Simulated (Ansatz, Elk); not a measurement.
**MnSn3S4: X-ray structure factors from the self-consistent density**

The structure of MnSn3S4 used here is made up (a known structure type with other elements) and was relaxed beforehand with PBE. The aim is the Fourier transform of its all-electron density, F(hkl), set beside the sum over free spherical atoms that refinements use.

Program: Elk 11.2.3 (patched build). Level of theory: DFT, PBE, all-electron APW+lo, Dirac cores, scalar-relativistic bands, static density, ferromagnetic start. Results are calculated unless marked as measured.

This account leaves out most program logs.

The structure was built from a prototype and need not be the compound's stable phase.

## 1. Starting point

Symmetry: P-43m, No. 215, cubic system. Conventional cell: a = 6.248 Å, b = 6.248 Å, c = 6.248 Å, α = 90.00°, β = 90.00°, γ = 90.00°. Sn has 4 S at 2.82 Å nearest. Nearest to Mn lie 4 S at 2.41 Å. S has 1 Mn at 2.41 Å and 3 Sn at 2.82 Å nearest. Farther neighbours and most contacts between anions are not listed.

Structure file:

```cif
data_structure
_symmetry_space_group_name_H-M 'P 1'
_symmetry_Int_Tables_number 1
_cell_length_a 6.2479
_cell_length_b 6.2479
_cell_length_c 6.2479
_cell_angle_alpha 90.000
_cell_angle_beta 90.000
_cell_angle_gamma 90.000
_cell_volume 243.89
loop_
_atom_site_label
_atom_site_type_symbol
_atom_site_fract_x
_atom_site_fract_y
_atom_site_fract_z
_atom_site_occupancy
Sn1 Sn 0.50000 0.50000 0.00000 1
Sn2 Sn 0.50000 0.00000 0.50000 1
Sn3 Sn 0.00000 0.50000 0.50000 1
Mn4 Mn 0.00000 0.00000 0.00000 1
S5 S 0.77709 0.22291 0.77709 1
S6 S 0.22291 0.77709 0.77709 1
S7 S 0.77709 0.77709 0.22291 1
S8 S 0.22291 0.22291 0.22291 1
```

## 2. Ground state and structure factors

An all-electron density is needed, since X-rays see the cores too. Task 0 finds the density and task 195 Fourier-transforms it; tshift is off so that phases refer to the origin typed.

Input file elk.in:

```
tasks
  0
  195
  196

xctype
  20

spinpol
  .true.

rgkmax
  7.0

gmaxvr
  14.0

lmaxo
  7

lmaxapw
  8

swidth
  0.002

tshift
  .false.

ramdisk
  .false.

hmaxvr
  5.5

maxscl
  120

epspot
  1e-06

reducebf
  0.8

sppath
  './'

avec
  11.80672723704 -0.00000000000 0.00000000000
  -0.00000000000 11.80672723704 -0.00000000000
  -0.00000000000 -0.00000000000 11.80672723704

atoms
  3
  'Sn.in'
  3
  0.5000000000 0.5000000000 -0.0000000000   0.000000 0.000000 0.000000
  0.5000000000 0.0000000000 0.5000000000   0.000000 0.000000 0.000000
  0.0000000000 0.5000000000 0.5000000000   0.000000 0.000000 0.000000
  'Mn.in'
  1
  0.0000000000 0.0000000000 -0.0000000000   0.000000 0.000000 -0.195000
  'S.in'
  4
  0.7770856488 0.2229143512 0.7770856488   0.000000 0.000000 0.000000
  0.2229143512 0.7770856488 0.7770856488   0.000000 0.000000 0.000000
  0.7770856488 0.7770856488 0.2229143512   0.000000 0.000000 0.000000
  0.2229143512 0.2229143512 0.2229143512   0.000000 0.000000 0.000000

ngridk
  3 3 3
```

Started as:

```sh
OMP_NUM_THREADS=4 elk
```

Run time: 6.7 min. Hardware: 4 threads of Arm Neoverse V2, shared host; peak memory 0.72 GiB; 16 min of CPU time.

SFACRHO.OUT:

```text

h k l indices transformed by vhmat matrix:
   1.000000000       0.000000000       0.000000000    
   0.000000000       1.000000000       0.000000000    
   0.000000000       0.000000000       1.000000000    

      h      k      l  multipl.   |H|            Re(F)            Im(F)           |F|

      0      0      0      1   0.0000000       239.00000     -0.11993369E-15   239.00000    
      0      0     -1      6  0.53216994      -13.822423     -0.19985586E-13   13.822423    
     -1      0     -1     12  0.75260194      -21.777352      0.42826256E-14   21.777352    
     -1      1      1      4  0.92174537       153.51854       50.617030       161.64785    
      1      1      1      4  0.92174537       153.51854      -50.617030       161.64785    
      0      0     -2      6   1.0643399       101.71490      0.21413128E-13   101.71490    
      2      0      1     24   1.1899682      -29.348698      0.99927930E-14   29.348698    
     -1     -1      2     12   1.3035448      -22.619643      -14.585528       26.914418    
     -1     -1     -2     12   1.3035448      -22.619643       14.585528       26.914418    
     -2     -2      0     12   1.5052039       171.66374      0.47822652E-13   171.66374    
      2     -1     -2     12   1.5965098      -14.277559      -4.4560925       14.956786    
     -2     -2     -1     12   1.5965098      -14.277559       4.4560925       14.956786    
      3      0      0      6   1.5965098      -40.123984     -0.12134106E-12   40.123984    
     -3      1      0     24   1.6828691      -23.326464      0.31762806E-13   23.326464    
      1     -3      1     12   1.7650080       126.04841      -32.394023       130.14444    
      1     -3     -1     12   1.7650080       126.04841       32.394023       130.14444    
     -2      2      2      4   1.8434907       93.097818       1.8481102       93.116160    
     -2      2     -2      4   1.8434907       93.097818      -1.8481102       93.116160
```

Elk indexes on the primitive cell of elk.in and gives |H| = 4π sin θ/λ in inverse bohr. Below, one row stands for each form hkl of the conventional cell (m members, Friedel mates merged), F is for one primitive cell and the density is static (no thermal factor). Free-atom factors are Waasmaier and Kirfel's, and R is Σm||F|−|F'||/Σm|F|.

| hkl | m | sin θ/λ (Å⁻¹) | abs F, DFT | neutral atoms | diff. | abs of complex diff. |
| --- | --- | --- | --- | --- | --- | --- |
| 100 | 6 | 0.080 | 13.822 | 14.161 | -0.338 | 0.338 |
| 110 | 12 | 0.113 | 21.777 | 21.871 | -0.094 | 0.094 |
| 111 | 8 | 0.139 | 161.647 | 161.260 | +0.387 | 1.048 |
| 200 | 6 | 0.160 | 101.715 | 102.227 | -0.512 | 0.512 |
| 210 | 24 | 0.179 | 29.349 | 29.286 | +0.063 | 0.063 |
| 211 | 24 | 0.196 | 26.914 | 26.877 | +0.038 | 0.043 |
| 220 | 12 | 0.226 | 171.664 | 171.620 | +0.044 | 0.044 |
| 221 | 24 | 0.240 | 14.957 | 14.900 | +0.056 | 0.058 |
| 300 | 6 | 0.240 | 40.124 | 40.137 | -0.013 | 0.013 |
| 310 | 24 | 0.253 | 23.326 | 23.288 | +0.039 | 0.039 |
| 311 | 24 | 0.265 | 130.144 | 130.336 | -0.192 | 0.270 |
| 222 | 8 | 0.277 | 93.116 | 92.937 | +0.180 | 0.479 |
| 320 | 24 | 0.288 | 2.342 | 2.248 | +0.094 | 0.094 |
| 321 | 48 | 0.299 | 19.234 | 19.227 | +0.008 | 0.098 |

## 3. The magnetisation density

The same run holds the spin density, and task 196 transforms it. The order is that of the start, and no other was tried.

SFACMAG_1.OUT:

```text

h k l indices transformed by vhmat matrix:
   1.000000000       0.000000000       0.000000000    
   0.000000000       1.000000000       0.000000000    
   0.000000000       0.000000000       1.000000000    

      h      k      l  multipl.   |H|            Re(F)            Im(F)           |F|

      0      0      0      1   0.0000000       4.9994883      0.14293709E-16   4.9994883    
      0      0     -1      6  0.53216994       3.9023036      0.55763354E-16   3.9023036    
     -1      0     -1     12  0.75260194       3.6700421      0.78547912E-16   3.6700421    
     -1      1      1      4  0.92174537       3.4777859      0.12121112       3.4798975    
      1      1      1      4  0.92174537       3.4777859     -0.12121112       3.4798975    
      0      0     -2      6   1.0643399       3.0634829      0.48792935E-17   3.0634829    
      2      0      1     24   1.1899682       2.9508685      0.23699425E-16   2.9508685    
     -1     -1      2     12   1.3035448       2.7359954      0.67925224E-01   2.7368384    
     -1     -1     -2     12   1.3035448       2.7359954     -0.67925224E-01   2.7368384    
     -2     -2      0     12   1.5052039       2.4516439      0.34503575E-16   2.4516439    
      2     -1     -2     12   1.5965098       2.2523234      0.10481814       2.2547611    
     -2     -2     -1     12   1.5965098       2.2523234     -0.10481814       2.2547611    
      3      0      0      6   1.5965098       2.2444287      0.71795318E-16   2.2444287    
     -3      1      0     24   1.6828691       2.1521004     -0.28927240E-16   2.1521004    
      1     -3      1     12   1.7650080       1.9866639     -0.71245671E-01   1.9879410    
      1     -3     -1     12   1.7650080       1.9866639      0.71245671E-01   1.9879410
```

The total moment is 5.00 μB a cell; sphere moments: Sn1 +0.05, Sn2 +0.05, Sn3 +0.05, Mn4 +4.08, S5 +0.05, S6 +0.05, S7 +0.05, S8 +0.05 μB. Polarised neutrons measure spin and orbital magnetisation together; without spin-orbit coupling the run gives the spin part:

| hkl | sin θ/λ (Å⁻¹) | abs F_M (μB) |
| --- | --- | --- |
| 100 | 0.080 | 3.902 |
| 110 | 0.113 | 3.670 |
| 111 | 0.139 | 3.480 |
| 200 | 0.160 | 3.063 |
| 210 | 0.179 | 2.951 |
| 211 | 0.196 | 2.737 |
| 220 | 0.226 | 2.452 |
| 221 | 0.240 | 2.255 |
| 300 | 0.240 | 2.244 |
| 310 | 0.253 | 2.152 |
| 311 | 0.265 | 1.988 |
| 222 | 0.277 | 1.823 |
| 320 | 0.288 | 1.765 |
| 321 | 0.299 | 1.655 |

## 4. The highest occupied states alone

An energy window below the Fermi level keeps the highest occupied states, to see at which angles they scatter; shallow core shells can lie inside it and anion s states outside. No new self-consistency is needed.

elk.in: that of step 2 with these lines changed.

```diff
@@ -1,5 +1,3 @@
 tasks
-  0
   195
-  196
 
@@ -44,2 +42,5 @@
 
+wsfac
+  -0.310610 0.430380
+
 sppath
```

Started as:

```sh
OMP_NUM_THREADS=4 elk
```

Wall time 33 s (4 threads); peak memory 0.38 GiB.

States within 12 eV below the Fermi level hold 35.00 electrons; any levels below the window count with the cores. Their amplitudes can exceed the total, where window and core parts have opposite phase:

| hkl | sin θ/λ (Å⁻¹) | abs F, window | abs F, all |
| --- | --- | --- | --- |
| 100 | 0.080 | 5.729 | 13.822 |
| 110 | 0.113 | 3.575 | 21.777 |
| 111 | 0.139 | 11.750 | 161.647 |
| 200 | 0.160 | 1.073 | 101.715 |
| 210 | 0.179 | 2.091 | 29.349 |
| 211 | 0.196 | 3.163 | 26.914 |
| 220 | 0.226 | 5.406 | 171.664 |
| 221 | 0.240 | 2.896 | 14.957 |
| 300 | 0.240 | 1.505 | 40.124 |
| 310 | 0.253 | 2.307 | 23.326 |

## 5. Another functional

The difference from free atoms is small, so it is set against the change that LDA (Perdew-Wang) makes.

elk.in: that of step 4 with these lines changed.

```diff
@@ -1,6 +1,8 @@
 tasks
+  0
   195
+  196
 
 xctype
-  20
+  3
 
@@ -42,5 +44,2 @@
 
-wsfac
-  -0.310610 0.430380
-
 sppath
```

Started as:

```sh
OMP_NUM_THREADS=4 elk
```

The job ended after 2.5 min (4 threads; peak memory 0.54 GiB; 5.9 min of CPU time).

Against the first run R = 0.05 %; the largest change is -0.093 at 222. The moment goes from 5.00 to 5.00 μB.

## 6. Basis size

A smaller basis shows how fast F responds to it; the change is likely larger than the basis error of the first run, but doesn't show convergence.

elk.in: that of step 5 with these lines changed.

```diff
@@ -6,3 +6,3 @@
 xctype
-  3
+  20
 
@@ -12,3 +12,3 @@
 rgkmax
-  7.0
+  5.5
```

Started as:

```sh
OMP_NUM_THREADS=4 elk
```

Elapsed: 4.7 min, on 4 threads; peak memory 0.69 GiB; 11 min of CPU time.

Against the first run R = 0.02 %; the largest change is +0.094 at 222. The moment goes from 5.00 to 5.00 μB.

## 7. With a Hubbard U

A Hubbard U is put on the d shell, to see how far it moves the factors.

elk.in: that of step 6 with these lines changed.

```diff
@@ -12,3 +12,3 @@
 rgkmax
-  5.5
+  7.0
 
@@ -71 +71,5 @@
   3 3 3
+
+dft+u
+  1 1
+  2 2 0.143322 0.000000
```

Started as:

```sh
OMP_NUM_THREADS=4 elk
```

It took 8.2 min on 4 threads; peak memory 0.8 GiB.

The run was cut off at its time limit.

## 8. Settings against the effect

| run | R against the first run (%) | R against neutral atoms, low angle (%) | wall time |
| --- | --- | --- | --- |
| PBE, rgkmax 7 | 0.00 | 0.20 | 6.7 min |
| LDA (Perdew-Wang) | 0.05 | 0.18 | 2.5 min |
| rgkmax 5.5 | 0.02 | 0.22 | 4.7 min |

## 9. Summary of results

| Quantity | Value |
| --- | --- |
| R against neutral atoms, sin θ/λ < 0.3 Å⁻¹ | 0.20 % |
| R against neutral atoms, 0.3 to 0.82 Å⁻¹ | 0.12 % |

Independent neutral atoms miss the calculated amplitudes by R = 0.20 % below 0.3 Å⁻¹ and 0.12 % from there to 0.82 Å⁻¹; by shells, 0.38 % below 0.15 Å⁻¹ (3 forms), 0.17 % 0.15 to 0.3 (11 forms), 0.13 % 0.3 to 0.45 (19 forms), 0.12 % above 0.45 (116 forms). Bonding, aspherical density and the tables' own atoms all enter these figures, and the runs don't part them. The largest change of an amplitude is -0.51 electrons, at 200. R counts amplitudes alone; phases shift too. The magnetic order is that of the start. No other order was tried here, and an antiferromagnetic one would change or move the magnetic intensity. The window's part falls from 35.0 electrons at the origin to at most 0.98 between 0.45 and 0.82 Å⁻¹, where compact states inside the window still scatter. Below 0.3 Å⁻¹ the changes that finished (LDA (Perdew-Wang) and rgkmax 5.5) move F by R = 0.04 % at most, against the 0.20 % that separates it from free atoms. The magnetic factors move by R = 1.8 % (LDA (Perdew-Wang)) and 0.9 % (rgkmax 5.5). The k-mesh has no finished test. Part of the difference isn't bonding: the tables are fits to free atoms and ions calculated by other methods than this functional. Thermal motion, anomalous dispersion and extinction are left out.

[Logs are printed without paths, hosts, clocks, repeated set-up lines and the standing remarks that a program may print on its own settings, such as how far it seeks lower states.]

[Hosts, paths, dates, database ids (printed as entryN), source tags and the programs' standing remarks are cut or masked in the printed files.]
